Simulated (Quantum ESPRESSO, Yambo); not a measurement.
# A GW chain in Yambo: BiOBr (P4/nmm), part 2 of 3

How does a plane-wave GW calculation on BiOBr (P4/nmm) run from the first input to the gap?

Quantum ESPRESSO 7.5 and Yambo 5.3.0; PBEsol and many-body steps on it, plane waves. Known limits of the many-body steps: not at the basis limit; coarse k mesh.

So far. Step 2 (Ground state): The gap is indirect, with the least direct gap 0.07 eV higher. Step 3 (Bands along the symmetry lines): The gap is 1.771 eV, −0.064 eV from the run before at this level.

The database entry behind the starting cell differs from later determinations by our own check (0.1 to 0.3 % short, probably kX units), so it need not match the best structure at ambient conditions.

### Step 4. Empty states on the mesh, 4×4×2 mesh, 286 bands

Level of this step: DFT, PBEsol with spin-orbit coupling, plane waves, norm-conserving pseudopotentials (Quantum ESPRESSO).

The sums over transitions need many empty states on a uniform mesh; this step solves for them.

Input file pw.in:

```
&control
  calculation = 'nscf'
  prefix = 'x'
  outdir = 'o'
  pseudo_dir = 'pseudo'
/
&system
  ibrav = 0
  nat = 6
  ntyp = 3
  ecutwfc = 76.0
  nbnd = 286
  force_symmorphic = .true.
  noncolin = .true.
  lspinorb = .true.
/
&electrons
  conv_thr = 1e-9
  electron_maxstep = 80
  diago_full_acc = .true.
  diago_thr_init = 5e-6
/
ATOMIC_SPECIES
  Bi 208.98 Bi.upf
  Br 79.904 Br.upf
  O 15.999 O.upf
CELL_PARAMETERS angstrom
  3.9160000000 0.0000000000 0.0000000000
  0.0000000000 3.9160000000 0.0000000000
  0.0000000000 0.0000000000 8.0770000000
ATOMIC_POSITIONS crystal
  Bi 0.0000000000 0.5000000000 0.1540000000
  Bi 0.5000000000 0.0000000000 0.8460000000
  Br 0.0000000000 0.5000000000 0.6530000000
  Br 0.5000000000 0.0000000000 0.3470000000
  O 0.0000000000 0.0000000000 0.0000000000
  O 0.5000000000 0.5000000000 0.0000000000
K_POINTS automatic
  4 4 2 0 0 0
```

Run with:

```bash
$ OMP_NUM_THREADS=1 mpirun -n 8 pw.x -nk 4 -in pw.in > pw.out
```

Log:

```text
[banner, memory and clock lines left out]
Program PWSCF v.7.5 starts

     Atomic positions and unit cell read from directory:
     o/x.save/

     Message from routine setup:
     using ibrav=0 with symmetry is DISCOURAGED, use correct ibrav instead

     bravais-lattice index     =            0
     lattice parameter (alat)  =       7.4002  a.u.
     unit-cell volume          =     835.8571 (a.u.)^3
     number of atoms/cell      =            6
     number of atomic types    =            3
     number of electrons       =        92.00
     number of Kohn-Sham states=          286
     kinetic-energy cutoff     =      76.0000  Ry
     charge density cutoff     =     304.0000  Ry
     Exchange-correlation= PBESOL
                           (   1   4  10   8   0   0   0)
     Non magnetic calculation with spin-orbit

     celldm(1)=   7.400168  celldm(2)=   0.000000  celldm(3)=   0.000000
     celldm(4)=   0.000000  celldm(5)=   0.000000  celldm(6)=   0.000000

     crystal axes: (cart. coord. in units of alat)
               a(1) = (   1.000000   0.000000   0.000000 )
               a(2) = (   0.000000   1.000000   0.000000 )
               a(3) = (   0.000000   0.000000   2.062564 )

     reciprocal axes: (cart. coord. in units 2 pi/alat)
               b(1) = (  1.000000  0.000000  0.000000 )
               b(2) = (  0.000000  1.000000  0.000000 )
               b(3) = (  0.000000  0.000000  0.484833 )
     Pseudo is Norm-conserving + core correction, Zval = 23.0
     Generated using ONCVPSP code by D. R. Hamann
     Using radial grid of 1562 points, 10 beta functions with:
     Pseudo is Norm-conserving + core correction, Zval = 17.0
     Generated using ONCVPSP code by D. R. Hamann
     Using radial grid of 1110 points, 10 beta functions with:
     Pseudo is Norm-conserving + core correction, Zval =  6.0
     Generated using ONCVPSP code by D. R. Hamann
     Using radial grid of  936 points,  8 beta functions with:
     Bi               23.00   208.98000     Bi( 1.00)
     Br               17.00    79.90400     Br( 1.00)
     O                 6.00    15.99900     O ( 1.00)

      8 Sym. Ops. (no inversion) found

   Cartesian axes

     site n.     atom                  positions (alat units)
         1        Bi     tau(   1) = (   0.0000000   0.5000000   0.3176348  )
         2        Bi     tau(   2) = (   0.5000000   0.0000000   1.7449290  )
         3        Br     tau(   3) = (   0.0000000   0.5000000   1.3468542  )
         4        Br     tau(   4) = (   0.5000000   0.0000000   0.7157097  )
         5        O      tau(   5) = (   0.0000000   0.0000000   0.0000000  )
         6        O      tau(   6) = (   0.5000000   0.5000000   0.0000000  )

     number of k points=    12
                       cart. coord. in units 2pi/alat
        k(    1) = (   0.0000000   0.0000000   0.0000000), wk =   0.0312500
        k(    2) = (   0.0000000   0.0000000  -0.2424167), wk =   0.0312500
        k(    3) = (   0.0000000   0.2500000   0.0000000), wk =   0.1250000
[...]
k(   11) = (  -0.5000000  -0.5000000   0.0000000), wk =   0.0312500
        k(   12) = (  -0.5000000  -0.5000000  -0.2424167), wk =   0.0312500

     Dense  grid:    74789 G-vectors     FFT dimensions: (  45,  45,  90)

     The potential is recalculated from file :
     o/x.save/charge-density

     Starting wfcs are  104 randomized atomic wfcs +  182 random wfcs

     Band Structure Calculation

     End of band structure calculation

          k = 0.0000 0.0000 0.0000 (  9399 PWs)   bands (ev):

  -142.2673-142.2673-142.2673-142.2673 -98.8781 -98.8781 -98.8780 -98.8780
   -74.1556 -74.1556 -74.1552 -74.1552 -74.1476 -74.1476 -74.1473 -74.1473
   -50.2358 -50.2358 -50.2358 -50.2358 -50.2125 -50.2125 -50.2124 -50.2124
   -49.1557 -49.1557 -49.1557 -49.1557 -49.1357 -49.1357 -49.1356 -49.1356
[...]
[... 24 further rows ...]
[...]
52.1306  52.1306  52.3982  52.3983  52.5299  52.5299

          k = 0.0000 0.0000-0.2424 (  9314 PWs)   bands (ev):

  -142.2673-142.2673-142.2672-142.2672 -98.8781 -98.8781 -98.8780 -98.8780
[...]
[... 24 further rows ...]
[...]
52.6094  52.6094  52.6766  52.6766  53.4483  53.4483

          k = 0.0000 0.2500 0.0000 (  9377 PWs)   bands (ev):

  -142.2673-142.2673-142.2673-142.2673 -98.8781 -98.8781 -98.8780 -98.8780
[...]
6.4021   6.4021   7.0142   7.0142   7.1764   7.1764   7.3640   7.3640
     [... 24 further rows ...]
    50.7565  50.7565  51.5475  51.5475  51.5781  51.5781  51.6875  51.6875
    51.9670  51.9670  52.7353  52.7354  52.9079  52.9098

          k = 0.0000 0.2500-0.2424 (  9332 PWs)   bands (ev):

     [... further k-points ...]

     highest occupied, lowest unoccupied level (ev):     9.5638   11.4709

     XML data file, pseudopotentials, collected wavefunctions
```

Wall time 3 min (8 MPI ranks of Arm Neoverse V1, shared host); peak memory 2.3 GiB.

This step gave:

- gap: 1.907 eV
- k of the valence top: 0, -0.5, -0.5
- k of the conduction bottom: 0, 0, -0.5
- least direct gap: 1.909 eV
- k points computed: 12
- lowest point of the top converged band, above the valence top: 42.97 eV

On this mesh the gap is 1.907 eV. The earlier step found 1.835 eV, so this mesh misses an edge.

### Step 5. Conversion and set-up

This step: Yambo 5.3.0; conversion and set-up on PBEsol with spin-orbit coupling, plane waves, norm-conserving pseudopotentials.

The states are converted to the many-body program's format and the q mesh is built.

Run with:

```bash
$ (cd o/x.save; p2y > p2y.log; mv SAVE ../..); yambo > setup.log
```

Log:

```text
 Yambo, version 5.3.0

 [02] CORE Variables Setup
 =========================

  [02.01] Unit cells
  ==================

  Cell kind             :  Unknown
  Atoms in the cell     :  Bi  Br  O
  number of Bi atoms    :  2
  number of Br atoms    :  2
  number of O  atoms    :  2

  List of atomic masses
  Mass of Bi    :  208.9800
  Mass of Br    :  79.90400
  Mass of O     :  15.99900

  List of atomic coordinates    : [cc]
  Bi1       :  0.000000  3.700084  2.350551  order 1
  Bi2       :   3.70008   0.00000  12.91277  order 2
  Br1       :  0.000000  3.700084  9.966947  order 3
  Br2       :  3.700084  0.000000  5.296371  order 4
  O1       :  0.000000  0.000000  0.000000  order 5
  O2       :  3.700084  3.700084  0.000000  order 6

  Alat factors          :   7.40017   7.40017  15.26332 [a.u.]
  Direct lattice volume :  835.8571 [a.u.]
  Direct lattice vectors:  A[ 1 ]  A[ 2 ]  A[ 3 ]
   A[ 1 ]:  1.000000  0.000000  0.000000  [iru]
   7.400168  0.000000  0.000000  [cc]
   A[ 2 ]:  0.000000  1.000000  0.000000  [iru]
   0.000000  7.400168  0.000000  [cc]
   A[ 3 ]:  0.000000  0.000000  1.000000  [iru]
    0.00000   0.00000  15.26332  [cc]

  Recip. lattice volume :  0.296761 [a.u.]
  Recip. lattice vectors:  B[ 1 ]  B[ 2 ]  B[ 3 ]
   B[ 1 ]:  1.000000  0.000000  0.000000  [iku]
   0.849060  0.000000  0.000000  [cc]
   B[ 2 ]:  0.000000  1.000000  0.000000  [iku]
   0.000000  0.849060  0.000000  [cc]
   B[ 3 ]:  0.000000  0.000000  1.000000  [iku]
   0.000000  0.000000  0.411653  [cc]

  [02.02] Symmetries
  ==================

  Inversion symmetry    : yes
  Spatial inversion     : no
  Inversion index       :   9
  K-space Time-reversal : yes
  Magnetic symmetries   : no
  Time-reversal derived K-space symmetries:   9  16
  Group table correct   : yes
  Symmetries units      :  [cc]

   [S  1]:  1.000000  0.000000  0.000000  0.000000  1.000000  0.000000  0.000000  0.000000  1.000000
   [S  2]: -1.000000  0.000000  0.000000  0.000000 -1.000000  0.000000  0.000000  0.000000  1.000000
   [S  3]:  0.000000  1.000000  0.000000  1.000000  0.000000  0.000000  0.000000  0.000000 -1.000000
[...]
[S  7]:  0.000000  1.000000  0.000000 -1.000000  0.000000  0.000000  0.000000  0.000000 -1.000000
   [S  8]:  0.000000 -1.000000  0.000000  1.000000  0.000000  0.000000  0.000000  0.000000 -1.000000
   [S* 9]: -1.000000 -0.000000 -0.000000 -0.000000 -1.000000 -0.000000 -0.000000 -0.000000 -1.000000
   [S*10]:  1.000000 -0.000000 -0.000000 -0.000000  1.000000 -0.000000 -0.000000 -0.000000 -1.000000
     [... 4 further rows ...]
   [S*15]: -0.000000 -1.000000 -0.000000  1.000000 -0.000000 -0.000000 -0.000000 -0.000000  1.000000
   [S*16]: -0.000000  1.000000 -0.000000 -1.000000 -0.000000 -0.000000 -0.000000 -0.000000  1.000000

  [02.03] Reciprocal space
  ========================

  nG shells         :   4548
  nG charge         :   74789
[...]
K [ 9]         [rlu]:  0.250000 -0.500000  0.000000
[...]
K [10]         [rlu]:  0.250000 -0.500000 -0.500000
[...]
K [11]         [rlu]: -0.500000 -0.500000  0.000000
         WF components:   9372
  K [12]         [rlu]: -0.500000 -0.500000 -0.500000
         WF components:   9400

  [02.05] Energies & Occupations
  ==============================

  [X] === General ===
  [X] Electronic Temperature                        :  0.000000  0.000000 [eV K]
  [X] Bosonic    Temperature                        :  0.000000  0.000000 [eV K]
  [X] Finite Temperature mode                       : no
  [X] El. density                                   :  0.74277E+24 [cm-3]
  [X] Fermi Level                                   :  9.563775 [eV]

  [X] === Gaps and Widths ===
  [X] Conduction Band Min                           :  1.907095 [eV]
  [X] Valence Band Max                              :  0.000000 [eV]
  [X] Filled Bands                                  :   92
  [X] Empty Bands                                   :   93  286
  [X] Direct Gap                                    :  1.908725 [eV]
  [X] Direct Gap localized at k                     :  2
  [X] Indirect Gap                                  :  1.907095 [eV]
  [X] Indirect Gap between kpts                     :   6   2
  [X] Last valence band width                       :  1.039317 [eV]
  [X] 1st conduction band width                     :  1.621803 [eV]

  E @ K [ 1]:  [eV]
  -151.8311 -151.8311 -151.8311 -151.8311 -108.4418 -108.4418 -108.4418 -108.4418
[...]
[... 11 further rows ...]
[...]
occ @ K [ 1]
[...]
[... 11 further rows ...]
[...]
E @ K [ 2]:  [eV]
[...]
occ @ K [ 2]
[...]
E @ K [ 3]:  [eV]
[...]
occ @ K [ 3]
[...]
E @ K [ 8]:  [eV]
[...]
occ @ K [ 8]
[...]
E @ K [ 9]:  [eV]
[...]
occ @ K [ 9]
[...]
E @ K [10]:  [eV]
[...]
occ @ K [10]
[...]
E @ K [11]:  [eV]
[...]
occ @ K [11]
[...]
E @ K [12]:  [eV]
[...]
[... 11 further rows ...]
[...]
occ @ K [12]
[...]
[... 11 further rows ...]
   0.000000  0.000000  0.000000  0.000000  0.000000  0.000000  0.000000  0.000000
   0.000000  0.000000  0.000000  0.000000  0.000000  0.000000  0.000000  0.000000

 [03] Transferred momenta grid and indexing
 ==========================================

 IBZ Q-points                                      :  12
 BZ  Q-points                                      :   32

 K/Q-points units:
 rlu = crystal or reduced units; cc = cartesian coordinates; iku = interal k-units

 Q [ 1]         [rlu]:  0.000000  0.000000  0.000000
 Q [ 2]         [rlu]:  0.000000  0.000000 -0.500000
 Q [ 3]         [rlu]:  0.000000  0.250000  0.000000
[...]
Q [ 8]         [rlu]:  0.250000  0.250000 -0.500000
 Q [ 9]         [rlu]:  0.250000 -0.500000  0.000000
 Q [10]         [rlu]:  0.250000 -0.500000 -0.500000
 Q [11]         [rlu]: -0.500000 -0.500000  0.000000
 Q [12]         [rlu]: -0.500000 -0.500000 -0.500000

  [03.01] X indexes
  =================

   [03.01.01] Sigma indexes
   ========================

 [06] Game Over & Game summary
```

Elapsed: 5.2 s, on 1 MPI rank; peak memory 0.25 GiB.

(Part 2 of 3 ends here.)

[Paths, hosts, dates, memory and timing lines, banners, echoed tables and standing remarks are left out of the program output.]

[Logs are printed without paths, hosts, clocks, repeated set-up lines and the standing remarks that a program may print on its own settings, such as how far it seeks lower states.]

[Runs of the session that timed out or met a known fault of the program may be left out.]

[Hosts, paths, dates, database ids (printed as entryN), source tags and the programs' standing remarks are cut or masked in the printed files.]
